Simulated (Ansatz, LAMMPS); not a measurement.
# Squeezing and shearing Ga2O3 with crystalline order left by the classical run (95 atoms): runs compared

How stiff is Ga2O3 with crystalline order left by the classical run (95 atoms), and how do its levels respond to strain?

Computed with Ansatz 0.2.0: Kohn-Sham DFT, PBE, PAW (set soft_1), plane waves.

## (1) The cell as built

The cell holds 95 atoms: 38 Ga and 57 O. Cell: a = 10.264 Å, b = 10.264 Å, c = 10.264 Å, α = 90.0°, β = 90.0°, γ = 90.0°. 95 atoms (38 Fe, 57 O) placed at random at 4.7 g/cm³, melted at 5000 K for 10 ps at fixed volume with the Morse and Coulomb pair potential with partial charges (Pedone, Malavasi, Menziani, Cormack and Segre, J. Phys. Chem. B 110, 11780 (2006)). Quenched from 5000 K to 300 K at 50 K/ps and fixed volume, held 5 ps, then minimised at fixed cell. Then Fe was replaced by Ga and the cell scaled by 1.003 (the potential has no terms for the new elements, so the cell is a start for a DFT relaxation).

What the set-up can't give: The quench rate of 50 K/ps is orders of magnitude faster than experiment, which tends to freeze in extra defects. The network of bonds at the start is that of the classical potential that made the cell, and needn't be the one that DFT or experiment would give. Sampling is at Γ alone.

## (2) The reference run

The reference is a single point at the end of the relaxation.

Every strained cell starts from the geometry of this run, and its atoms are relaxed with the cell held.

Its input, with most atom lines left out:

```yaml
crystal:
  lattice:
    - [9.88443, 0.27533, -0.22797]
    - [0.27533, 10.53563, 0.35187]
    - [-0.22797, 0.35187, 10.0999]
  atoms:
    - { symbol: Ga, position: [0.30848, 0.39985, 0.87719] }
    - { symbol: Ga, position: [0.52964, 0.78498, 0.12607] }
    - { symbol: Ga, position: [0.90043, 0.98721, 0.81511] }
    - { symbol: Ga, position: [0.9583, 0.24755, 0.76289] }
    - { symbol: Ga, position: [0.83777, 0.95272, 0.12856] }
    - { symbol: Ga, position: [0.09568, 0.49507, 0.02941] }
    - { symbol: Ga, position: [0.47056, 0.37628, 0.40298] }
    [... atom lines 8 to 95 left out ...]
kpoints:
  mp_grid: { grid: [1, 1, 1] }
hamiltonian:
  xc: pbe
  pseudopotentials: { kind: paw, azcp: { folder: soft_1 } }
scf:
  occupations: { method: fixed }
output:
  forces: true
  stress: true
  populations: true
  dos:
    method: { smearing: { sigma: 0.15 } }
    de: 0.1
    projected: { site_lists: { Ga: [Ga], O: [O] } }
  eigenvalues: true
  write_density: true
  write_potential: true
  volumetric_format: npy
  elf: true
```

* free energy per atom: -1853.9130 eV/atom
* r.m.s. force component: 0.00304 eV/Å
* pressure: 0.005382 GPa

Filled and empty levels are parted by 1.56 eV (at Γ alone); a semilocal functional tends to put such gaps too low. In a disordered cell it changes from sample to sample, and tail or defect levels can set it.

## (3) The runs

Each row is one run, on 4 threads of Arm Neoverse V2, shared host. The free energy is the program's total, comparable only between runs with the same functional, potentials and atoms.

```
                                 run  atoms    outcome  ionic steps, all passes  free energy (eV)     time  host memory (GiB)
           Single point at the start     95  converged                        -       -176115.825     19 s                1.7
              Cell and atoms relaxed     95  converged                       30       -176121.731    8 min                1.7
Single point at the relaxed geometry     95  converged                        -       -176121.731     29 s                1.7
                         Volume -3 %     95  converged                        7       -176121.370  1.9 min                1.7
                         Volume +3 %     95  converged                        6       -176121.411  1.8 min                1.7
                         Volume -6 %     95  converged                       11       -176120.291  3.3 min                1.6
                         Volume +6 %     95  converged                       16       -176121.003  5.6 min                1.7
                        Volume -10 %     95  converged                        7       -176117.191    2 min                1.6
            Stretched by 1 % along x     95  converged                        5       -176121.677     96 s                1.7
           Compressed by 1 % along x     95  converged                        5       -176121.674     88 s                1.7
                Sheared by 2 % in xy     95  converged                        4       -176121.644     77 s                1.7
```

In some runs the program notes that the SCF threshold is loose for the stress.

## (4) Pressure against volume

Atoms are relaxed at each volume, in the scaled cell.

```
volume change (%)  volume (Å³/atom)  energy change (meV/atom)  pressure (GPa)  largest move on relaxing (Å)  bonds  gap (eV)
              -10             9.940                     47.79           15.59                          0.49    202                2.07
               -6            10.382                     15.16            8.13                          0.89    200                1.91
               -3            10.713                      3.81            3.68                          0.24    197                1.65
               +0            11.044                      0.00            0.01                             -    195                1.56
               +3            11.376                      3.37           -3.11                          0.17    191                1.37
               +6            11.707                      7.67           -4.52                          1.20    182                1.17
```

## (5) Uniaxial strain and shear

Stress (GPa, compression positive) less that of the relaxed cell, atoms relaxed:

```csv
strain,xx,yy,zz,xy,energy change (meV/atom)
stretched by 1 % along x,-1.448,-0.722,-0.686,-0.031,0.57
compressed by 1 % along x,1.688,0.807,0.792,0.001,0.61
sheared by 2 % in xy,0.002,0.280,0.035,-1.301,0.92
```

## (6) Outcome

The bulk modulus, from the slope of pressure against ln V over the three points nearest the relaxed volume, is 113 GPa; a quadratic over all points gives a pressure derivative of about 8.0. The count of bonds runs from 182 to 202 over the series, so at some points contacts cross the cutoffs. At -6 % and +6 % some atom moved by over 0.5 Å on relaxing, so those points may sit in another local minimum. The gap goes from 2.07 eV at the smallest volume to 1.17 eV at the largest, -5.5 eV per unit of ln V by a straight line, on the run's k-points. In the Cartesian axes of the cell, finite differences give C11 = 157, C12 = 76.5, C13 = 73.9 and C66 = 65.1 GPa (the shear of 2 % is the engineering strain, εxy = 0.01). The mean of C11, C12 and C13, which equals the bulk modulus in a cubic or isotropic solid, is 102 GPa: it agrees with the bulk modulus within 10 %. For an isotropic solid C66 would equal (C11 − C12)/2 = 40.2 GPa; so small a sample needn't be isotropic, and C66 rests on one shear. The two differ too much for isotropic moduli to be formed.

**Limits.** Strains are finite and relaxations stop at the force tolerance of the input, which can leave moduli too stiff; they are those of a static cell at zero temperature. Volumes are changed with the cell's shape held, so in an anisotropic solid the modulus lies over the one under free hydrostatic load. The program notes that the SCF threshold of the relaxations is loose for the stress.

The DFT runs together took 28 min of wall time.

[Logs are printed without paths, hosts, clocks, repeated set-up lines and the standing remarks that a program may print on its own settings, such as how far it seeks lower states.]

[Hosts, paths, dates, database ids (printed as entryN), source tags and the programs' standing remarks are cut or masked in the printed files.]
